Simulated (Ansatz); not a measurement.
# Meshes and cutoff for the phonons of Zr (Im-3m, 1 atom in the cell)

Aim: how dense must the meshes and how high the cutoff be for the phonons of Zr (Im-3m, 1 atom in the cell)?

Method: DFT PBEsol, scalar-relativistic, plane waves, PAW; PAW set soft_1, in Ansatz 0.2.0.

This is not the structure that Zr takes at ambient pressure and room temperature (hexagonal, No. 194); it is a model or a phase of other conditions.

## (1) The structure

It takes space group Im-3m (No. 229, cubic). Conventional cell: a = 3.521 Å, b = 3.521 Å, c = 3.521 Å, α = 90.00°, β = 90.00°, γ = 90.00°. Zr has 8 Zr at 3.05 Å nearest.

As a file:

```cif
data_structure
_symmetry_space_group_name_H-M 'P 1'
_symmetry_Int_Tables_number 1
_cell_length_a 3.0497
_cell_length_b 3.0497
_cell_length_c 3.0497
_cell_angle_alpha 109.471
_cell_angle_beta 109.471
_cell_angle_gamma 109.471
_cell_volume 21.83
loop_
_atom_site_label
_atom_site_type_symbol
_atom_site_fract_x
_atom_site_fract_y
_atom_site_fract_z
_atom_site_occupancy
Zr1 Zr 0.00000 0.00000 0.00000 1
```

## (2) Relaxing to small forces for the phonons

Phonons need a cell at rest on their own settings, so the relaxation is repeated with tight tolerances on forces and stress on the k mesh and occupations of the first response run.

Input file input.yaml:

```yaml
crystal:
  lattice:
    - [-1.7607413005, 1.7607413005, 1.7607413005]
    - [1.7607413005, -1.7607413005, 1.7607413005]
    - [1.7607413005, 1.7607413005, -1.7607413005]
  atoms:
    - { symbol: Zr, position: [0.0, 0.0, 0.0] }
kpoints:
  mp_grid: { grid: [16, 16, 16] }
hamiltonian:
  xc: pbesol
  pseudopotentials: { kind: paw, azcp: { folder: soft_1 }, xc_functional: pbe }
scf:
  occupations: { method: methfessel_paxton, width: 0.2 }
output:
  forces: true
  stress: true
  eigenvalues: true
relax:
  adjacent_minimum: "off"
  f_tol: 0.001
  max_steps: 60
  cell: { stress_tol: 0.01 }
```

Launch:

```console
$ ansatz run input.yaml --threads 4 --pin off --max-ram 10240MiB --backend cpu --events-out ev --progress --plain --runs-dir out
```

Numbers of over 12 decimals in the logs are rounded to 6 here.

The log of the run:

```text
Engine: ansatz 0.2.0, aarch64-unknown-linux-gnu
Pseudopotentials: kind: paw
Pseudopotential: Zr, paw, valence charge 12, recommended cutoff 420 eV (normal), soft_1/Zr.paw.azcp
Functional definition: PBEsol
  exchange = pbesol_x
  correlation = pbesol_c
Crystal: 1 atoms, lattice volume = 21.835 Å³
[...]
--- Relaxed structure (3 steps of the walk, 3 accepted, 1 SCFs on fresh bases) ---
  F+E_penalty+E_count = -4128.59319083 eV   max|allowed force component| = 0.000e0 eV/Å   (the final SCF, on the basis selected at the relaxed cell)
  cell:  # Å, volume = 21.8268 Å³
    - [-1.760529, 1.760529, 1.760529]
    - [1.760529, -1.760529, 1.760529]
    - [1.760529, 1.760529, -1.760529]
  atoms:
    - { symbol: Zr, position: [0.0, 0.0, 0.0] }
[key lines of the parts left out:]
SCF converged after 4 iterations
Free energy (F): -4128.593191 eV
Fermi energy:    14.610669 eV
P = ⅓ Tr σ = -0.0000 GPa (-0.000 kbar)
```

Elapsed: 3.7 s, on 4 threads of Arm Neoverse N1, shared host; peak memory 0.31 GiB.

Little changed from the start: no atom moved by 0.005 Å and no cell edge by 0.1 %.

Numbers from this step:

```
pressure          : -2.83e-5 GPa
volume per atom   : 21.83 Å³
gap on the k-mesh : 0 eV
```

The forces vanish by symmetry and the pressure is 0.000 GPa, within the tolerances set. The cell now holds 21.83 Å³/atom.

## (3) Response at finite wavevector

Stability and thermal properties need the whole zone. Linear response on a 4×4×4 q mesh gives force constants as far as a supercell of that size would.

input.yaml, the sections that differ from step 2:

```yaml
crystal:
  lattice:
    - [-1.7605290631, 1.7605290631, 1.7605290631]
    - [1.7605290631, -1.7605290631, 1.7605290631]
    - [1.7605290631, 1.7605290631, -1.7605290631]
  atoms:
    - { symbol: Zr, position: [0.0, 0.0, 0.0] }
output:
  eigenvalues: true
phonons:
  method: dfpt
  qmesh: [4, 4, 4]
  temperatures: { t_max: 1000, t_step: 50 }
  qpath:
    path:
      - [[0.0, 0.0, 0.0], [0.5, -0.5, 0.5], [0.0, 0.0, 0.5], [0.0, 0.0, 0.0], [0.25, 0.25, 0.25], [0.5, -0.5, 0.5]]
      - [[0.25, 0.25, 0.25], [0.0, 0.0, 0.5]]
    npoints: 10
# kpoints, hamiltonian, scf: as in step 2
# relax: removed
```

The log of the run:

```text
[...]
Crystal: 1 atoms, lattice volume = 21.827 Å³
Basis set: ecut = 420 eV, 429 PW (Γ), exchange–correlation on 48×48×48 points (8 copies of the dense FFT grid, shifted against one another)
Bands: 10, of which v1, the nominal top of the filled ones, is band 6 counted from 1 (5 counted from 0)
Symmetry: 48 space group operations
k-points: 145 of 4096
[...]
SCF iter   1: F=—  HF=-4128.663148 eV  |F-HF|=—  |Δ(HF+E_count)|=         —  Δρ=2.38e-2  dr2=1.71e-1  ethr=3.10e-3  ⟨swp⟩=5.0  Hψ=8108  notcnv=0
[...]
SCF iter   7: F=-4128.593191 eV  HF=-4128.593191 eV  |F-HF|=9.09e-13  |Δ(HF+E_count)|=  1.09e-11  S|Δr|=    0.00e0  Δρ=8.96e-8  dr2=8.24e-13  ethr=1.00e-12  ⟨swp⟩=5.3  Hψ=5522  notcnv=0
SCF 1 converged in 7 iterations: F = -4128.593191 eV  dr2 = 8.24e-13
[...]
NSCF: frozen V_eff on 145 k-points
[...]
DFPT response loops at q = (0, 0, 0) (fractional): preconditioner auto → Kerker (q_TF=auto, 2.469 Å⁻¹) (partly filled bands, converged f_vac=0.000); β = 1.00, the filter's whole step (`scf.mixing.beta` (0.50) is not read by the response loops under this deck's `scf.mixing.preconditioner`; to damp them name `kerker` or `kerker_dos`, under which they read `scf.mixing.beta`, and type it under 1.00, their step now; both keys bind the ground state too); Broyden in place of MSR1
[...]
SCF converged after 7 iterations
[...]
Free energy (F): -4128.593191 eV
[...]
Internal energy: -4128.592712 eV  (E = F + TS)
E sigma→0 (E₀):  -4128.593071 eV
Entropy (-TS):   -0.000479 eV (-0.479 meV/atom)
Fermi energy:    14.610669 eV
[...]
--- Band table (eV; the first three rows and the last of 145) ---
[...]
--- Phonons (Γ-DFPT): 1 representative perturbation + reference (Σ response iterations 3) ---
  ASR residual: 8.048e-5 → 0.000e0 eV/Å²; symmetrization residual: 2.538e-13 eV/Å²
  ASR residual per site (eV/Å²): 8.05e-5
  Γ frequencies (cm⁻¹): 0.00 0.00 0.00
--- Phonons (arbitrary-q DFPT): 8 irreducible q on the 4×4×4 mesh ---
  q = [0.0000, 0.0000, 0.0000] (star 1, of the zone-centre solve; hermiticity 9.33e-10, symmetrization 2.76e-9): 0.00 0.00 0.00
  q = [0.0000, 0.0000, 0.2500] (star 12, 2 solved perturbations in 3336 linear systems a pass and spin channel, the states on 2176 of 4096 k-point pairs; hermiticity 5.78e-14, symmetrization 1.61e-13): -35.25 62.69 123.82
[...]
q = [0.2500, 0.2500, 0.2500] (star 2, 1 solved perturbation on 589 of 4096 k-point pairs; hermiticity 1.50e-13, symmetrization 9.25e-13): 61.01 61.01 61.01
[...]
sum rule: each row above includes the acoustic sum rule's correction from the zone centre's row sums; it moved no ω² by more than (0.49 cm⁻¹)²
  mesh force constants: q→R imaginary residual 0.00e0; ASR residual 8.048e-5 → 0.000e0 eV/Å²; symmetrization residual 1.776e-15 eV/Å²
  interpolated dispersion: 62 rows × 3 modes
  density of states and harmonic sums: on the 28×28×28 q-mesh, interpolated from the force constants of a 4×4×4 supercell (no non-analytic term)
  largest difference from the sums on the solved wave vectors: F 5.74e-2 eV, S 7.34e-5 and C_V 1.63e-5 eV/K
  zero-point energy: 0.016277 eV/cell   skipped modes (ω ≤ 0): 314, of them read as no rigid motion or as one in doubt: 311 (5.176e-1 modes/cell left out, lowest -75.17 cm⁻¹)   left out of the sums: 1.73e-1 of the cell's modes: C_V's classical limit lies that fraction below 3 k_B per atom; for a crystal, a wire or a layer, F and S can be off by more, and a phonons.interpolated_qmesh denser along its periods is the remedy for the sampling
```

It took 2.5 min on 4 threads; peak memory 2.1 GiB.

This step gave:

```yaml
sum_rule_residual_before_enforcement: 8.05e-5 eV/Å²
lowest_frequency_on_the_path: -75.25 cm⁻¹
highest_frequency_on_the_path_or_at_a_solved_wavevector: 179.5 cm⁻¹
lowest_mode_on_the_q_mesh_acoustic_modes_at_gamma_apart: -74.89 cm⁻¹
```

Frequencies (cm⁻¹) solved at each irreducible wavevector; negative means imaginary. Frequencies by wavevector, by row:

| q in reciprocal lattice units | star | mode 1 | mode 2 | mode 3 |
| --- | --- | --- | --- | --- |
| 0 0 0 | 1 | 0 | 0 | 0 |
| 0 0 0.25 | 12 | -35.2 | 62.7 | 123.8 |
| 0 0 -0.5 | 6 | -74.9 | 102.2 | 112.6 |
| 0 0.25 0.25 | 24 | -40.6 | 80.3 | 137.5 |
| 0.25 0.25 0.25 | 2 | 61 | 61 | 61 |
| 0.25 0.25 -0.25 | 6 | 105.4 | 108.8 | 108.8 |
| 0.25 -0.5 -0.5 | 12 | 123 | 144.2 | 152.7 |
| -0.5 -0.5 -0.5 | 1 | 179.5 | 179.5 | 179.5 |

Interpolated from a 4×4×4 q mesh. The phonon branches at the labelled points (cm⁻¹):

```
    point  branch 1  branch 2  branch 3
        Γ         0         0         0
  halfway       105       109       109
        H       180       180       180
  halfway       123       144       153
        N       -75       102       113
  halfway       -35        63       124
        Γ         0         0         0
  halfway       -32       -32       148
        P        61        61        61
  halfway        91       138       138
        H       180       180       180
jump to P        61        61        61
  halfway       -71        88       114
        N       -75       102       113
```

The phonon branches as a text plot (rows in cm⁻¹):

```
    174 |          *****                                ***
    164 |         *    **                              **
    153 |        *      **                 **         **
    142 |        *      ***                  *       *
    132 |       *         *               *
    121 |       *        * *   ***            *     * *
    111 |     **           ****   *      *         *         ****
    100 |    *            * ***                *  *         *  **
     89 |   **                 **  *                 *        *
     79 |  *                            *        *         ***
     68 |                           *                      *
     57 |   *                    *              *
     47 | *                       *    *            *
     36 |  *                       * *         *           *
     26 |                           *
     15 | *                          * ***
      4 |*                           **
     -6 |                           *
    -17 |                          *      *
    -27 |                         *        *  *  *
    -38 |                  *     *          **     *
    -49 |                                         *         *
    -59 |                       *                            *
    -70 |                   ****                              ***
         Γ           H       N        Γ         P        H|P    N
```

Symmetry leaves 8 wavevectors to solve. The lowest mode among them, the acoustic zeros apart, lies at q = (0, 0, -0.5) and is imaginary, 74.9i cm⁻¹, so the energy falls along it.

## (4) Another q mesh, q mesh 2×2×2

The q mesh is changed to 2×2×2, to see how far the force constants must reach.

input.yaml: that of step 3 with these lines changed.

```diff
@@ -18,3 +18,3 @@
   method: dfpt
-  qmesh: [4, 4, 4]
+  qmesh: [2, 2, 2]
   temperatures: { t_max: 1000, t_step: 50 }
```

The log of the run:

```text
[...]
Crystal: 1 atoms, lattice volume = 21.827 Å³
Basis set: ecut = 420 eV, 429 PW (Γ), exchange–correlation on 48×48×48 points (8 copies of the dense FFT grid, shifted against one another)
Bands: 10, of which v1, the nominal top of the filled ones, is band 6 counted from 1 (5 counted from 0)
Symmetry: 48 space group operations
k-points: 145 of 4096
[...]
SCF iter   1: F=—  HF=-4128.663148 eV  |F-HF|=—  |Δ(HF+E_count)|=         —  Δρ=2.38e-2  dr2=1.71e-1  ethr=3.10e-3  ⟨swp⟩=5.0  Hψ=8108  notcnv=0
[...]
SCF iter   7: F=-4128.593191 eV  HF=-4128.593191 eV  |F-HF|=9.09e-13  |Δ(HF+E_count)|=  1.09e-11  S|Δr|=    0.00e0  Δρ=8.96e-8  dr2=8.24e-13  ethr=1.00e-12  ⟨swp⟩=5.3  Hψ=5522  notcnv=0
SCF 1 converged in 7 iterations: F = -4128.593191 eV  dr2 = 8.24e-13
[...]
SCF converged after 7 iterations
[...]
Free energy (F): -4128.593191 eV
[...]
Internal energy: -4128.592712 eV  (E = F + TS)
E sigma→0 (E₀):  -4128.593071 eV
Entropy (-TS):   -0.000479 eV (-0.479 meV/atom)
Fermi energy:    14.610669 eV
[...]
--- Band table (eV; the first three rows and the last of 145) ---
[...]
ASR residual: 8.048e-5 → 0.000e0 eV/Å²; symmetrization residual: 2.538e-13 eV/Å²
  ASR residual per site (eV/Å²): 8.05e-5
  Γ frequencies (cm⁻¹): 0.00 0.00 0.00
--- Phonons (arbitrary-q DFPT): 3 irreducible q on the 2×2×2 mesh ---
[...]
interpolated dispersion: 62 rows × 3 modes
[...]
```

Elapsed: 24 s, on 4 threads; peak memory 0.8 GiB.

This step gave:

| Item | Value |
| --- | --- |
| lowest frequency on the path | -74.89 cm⁻¹ |

Frequencies (cm⁻¹) solved at each irreducible wavevector; negative means imaginary. Frequencies by wavevector, by row:

```csv
q in reciprocal lattice units,star,mode 1,mode 2,mode 3
0 0 0,1,0,0,0
0 0 -0.5,6,-74.9,102.2,112.6
-0.5 -0.5 -0.5,1,179.5,179.5,179.5
```

Interpolated from a 2×2×2 q mesh, rough between the solved points. Phonon branches along the path, in cm⁻¹:

```
    point  branch 1  branch 2  branch 3
        Γ         0         0         0
  halfway        80       115       115
        H       180       180       180
  halfway       115       146       150
        N       -75       102       113
  halfway       -53        72        80
        Γ         0         0         0
  halfway       -23       -23        96
        P        26        26        26
  halfway        87       132       132
        H       180       180       180
jump to P        26        26        26
  halfway       -66        75        93
        N       -75       102       113
```

The phonon branches as a text plot (rows in cm⁻¹):

```
    174 |          ****                                 ***
    164 |         *    **                              **
    153 |        *     ***                            *
    142 |        *      ***                            *
    132 |       *         *                          *
    121 |                  *                          *
    111 |     ***        * *****                    *          **
    100 |                   *****          **                 ***
     89 |    *            *     *         *  *     * *
     79 |     **                 *            *             ***
     68 |   *                    **      *        *          *
     58 |                         *            *
     47 |  * *                     *    *        *  *      **
     36 |                           *
     26 | *                            *        *          *
     15 |   *                        *
      5 |*                            *
     -6 |                              **
    -17 | **                         *   **    *
    -27 |                           *      ****            *
    -38 |                          *             * *
    -48 |                  *     **               *         *
    -59 |                                                    *
    -70 |                   *****                             ***
         Γ           H       N        Γ         P        H|P    N
```

The highest branch reaches 180 cm⁻¹ on this path, at H. A branch goes imaginary (drawn negative), down to -74.9 cm⁻¹ at N, so this structure is not a minimum of the harmonic energy.

## (5) Another q mesh, k-mesh 18×18×18, q mesh 3×3×3

The q mesh is changed to 3×3×3, to see how far the force constants must reach; the k mesh is 18×18×18, against 16×16×16 in the base run, so that the q mesh divides it.

input.yaml: that of step 4 with these lines changed.

```diff
@@ -8,3 +8,3 @@
 kpoints:
-  mp_grid: { grid: [16, 16, 16] }
+  mp_grid: { grid: [18, 18, 18] }
 hamiltonian:
@@ -18,3 +18,3 @@
   method: dfpt
-  qmesh: [2, 2, 2]
+  qmesh: [3, 3, 3]
   temperatures: { t_max: 1000, t_step: 50 }
```

The log of the run:

```text
[...]
Crystal: 1 atoms, lattice volume = 21.827 Å³
Basis set: ecut = 420 eV, 429 PW (Γ), exchange–correlation on 48×48×48 points (8 copies of the dense FFT grid, shifted against one another)
Bands: 10, of which v1, the nominal top of the filled ones, is band 6 counted from 1 (5 counted from 0)
Symmetry: 48 space group operations
k-points: 195 of 5832
[...]
E sigma→0 (E₀):  -4128.594187 eV
Entropy (-TS):   0.002218 eV (2.218 meV/atom)
Fermi energy:    14.620138 eV
[...]
--- Band table (eV; the first three rows and the last of 195) ---
[...]
ASR residual: 8.308e-5 → 0.000e0 eV/Å²; symmetrization residual: 1.230e-13 eV/Å²
  ASR residual per site (eV/Å²): 8.31e-5
  Γ frequencies (cm⁻¹): 0.00 0.00 0.00
--- Phonons (arbitrary-q DFPT): 4 irreducible q on the 3×3×3 mesh ---
[...]
interpolated dispersion: 62 rows × 3 modes
[...]
[key lines of the parts left out:]
SCF converged after 7 iterations
Free energy (F): -4128.593632 eV
```

Wall time 99 s (4 threads); peak memory 1.7 GiB.

Frequencies (cm⁻¹) solved at each irreducible wavevector; negative means imaginary. Frequencies by wavevector, by row:

```
q in reciprocal lattice units  star  mode 1  mode 2  mode 3
                        0 0 0     1       0       0       0
                   0 0 0.3333    12   -53.6    76.1   142.1
              0 0.3333 0.3333     8    53.5    86.1    86.1
        0.3333 0.3333 -0.3333     6   146.1   146.1   147.5
```

## (6) Another q mesh, k-mesh 18×18×18, q mesh 6×6×6

The q mesh is changed to 6×6×6, to see how far the force constants must reach; the k mesh is 18×18×18, against 16×16×16 in the base run, so that the q mesh divides it.

input.yaml: that of step 5 with these lines changed.

```diff
@@ -18,3 +18,3 @@
   method: dfpt
-  qmesh: [3, 3, 3]
+  qmesh: [6, 6, 6]
   temperatures: { t_max: 1000, t_step: 50 }
```

The log of the run:

```text
[...]
Crystal: 1 atoms, lattice volume = 21.827 Å³
Basis set: ecut = 420 eV, 429 PW (Γ), exchange–correlation on 48×48×48 points (8 copies of the dense FFT grid, shifted against one another)
Bands: 10, of which v1, the nominal top of the filled ones, is band 6 counted from 1 (5 counted from 0)
Symmetry: 48 space group operations
k-points: 195 of 5832
[...]
ASR residual: 8.308e-5 → 0.000e0 eV/Å²; symmetrization residual: 1.230e-13 eV/Å²
  ASR residual per site (eV/Å²): 8.31e-5
  Γ frequencies (cm⁻¹): 0.00 0.00 0.00
--- Phonons (arbitrary-q DFPT): 16 irreducible q on the 6×6×6 mesh ---
[...]
q = [0.0000, 0.1667, 0.3333] (star 48, 3 solved perturbations on 5832 of 5832 k-point pairs: no pair is spared here; hermiticity 2.24e-6, symmetrization 3.41e-17): -50.41 90.96 130.90
[...]
interpolated dispersion: 62 rows × 3 modes
[...]
[key lines of the parts left out:]
SCF converged after 7 iterations
Free energy (F): -4128.593632 eV
Fermi energy:    14.620138 eV
```

Elapsed: 11 min, on 4 threads; peak memory 2.9 GiB; 44 min of CPU time.

## (7) Comparing the runs

Times are for 4 threads of Arm Neoverse N1, shared host. The series side by side:

| no. | q mesh | k-mesh | lowest frequency on the path (cm⁻¹) | time | memory (GiB) |
| --- | --- | --- | --- | --- | --- |
| 1 | 2×2×2 | 16×16×16 | -74.89 | 24 s | 0.80 |
| 2 | 3×3×3 | 18×18×18 | -80.33 | 99 s | 1.7 |
| 3 | 6×6×6 | 18×18×18 | -73.29 | 11 min | 2.9 |

The runs together. Table of phonon density of states by wavenumber; read off at these points; values in 1/cm⁻¹/cell:

| wavenumber (cm⁻¹) | 2×2×2, 16×16×16 | 3×3×3, 18×18×18 | 6×6×6, 18×18×18 |
| --- | --- | --- | --- |
| -70.0 | 0.00705 | 0.00567 | 0.00310 |
| -60.0 | 0.0120 | 0.00901 | 0.00673 |
| -50.0 | 0.0186 | 0.0127 | 0.0112 |
| -40.0 | 0.0112 | 0.00961 | 0.00939 |
| -30.0 | 0.00664 | 0.00579 | 0.00656 |
| -20.0 | 0.00400 | 0.00401 | 0.00438 |
| -10.0 | 0.0023 | 0.00347 | 0.00398 |
| 0.0 | 0.00196 | 0.00338 | 0.00370 |
| 10.0 | 0.00219 | 0.00349 | 0.00371 |
| 20.0 | 0.00315 | 0.00399 | 0.00407 |
| 30.0 | 0.00477 | 0.00524 | 0.00654 |
| 40.0 | 0.00705 | 0.00726 | 0.0117 |
| 50.0 | 0.00944 | 0.00971 | 0.0122 |
| 60.0 | 0.0119 | 0.0122 | 0.0131 |
| 70.0 | 0.0147 | 0.0158 | 0.0136 |
| 80.0 | 0.0183 | 0.0159 | 0.0145 |
| 90.0 | 0.0237 | 0.0145 | 0.0156 |
| 100.0 | 0.0381 | 0.0146 | 0.0178 |
| 110.0 | 0.0328 | 0.0154 | 0.0180 |
| 120.0 | 0.0215 | 0.0176 | 0.0213 |
| 130.0 | 0.0164 | 0.0231 | 0.0250 |
| 140.0 | 0.0131 | 0.0531 | 0.0413 |
| 143.0 | 0.0122 | 0.0685 | 0.0397 |
| 150.0 | 0.0103 | 0.0165 | 0.0221 |
| 160.0 | 0.00775 | 0.00894 | 0.0108 |
| 170.0 | 0.00502 | - | 0.00354 |

(Continued in part 2 of 3.)

[Logs are printed without paths, hosts, clocks, repeated set-up lines and the standing remarks that a program may print on its own settings, such as how far it seeks lower states.]

[Hosts, paths, dates, database ids (printed as entryN), source tags and the programs' standing remarks are cut or masked in the printed files.]
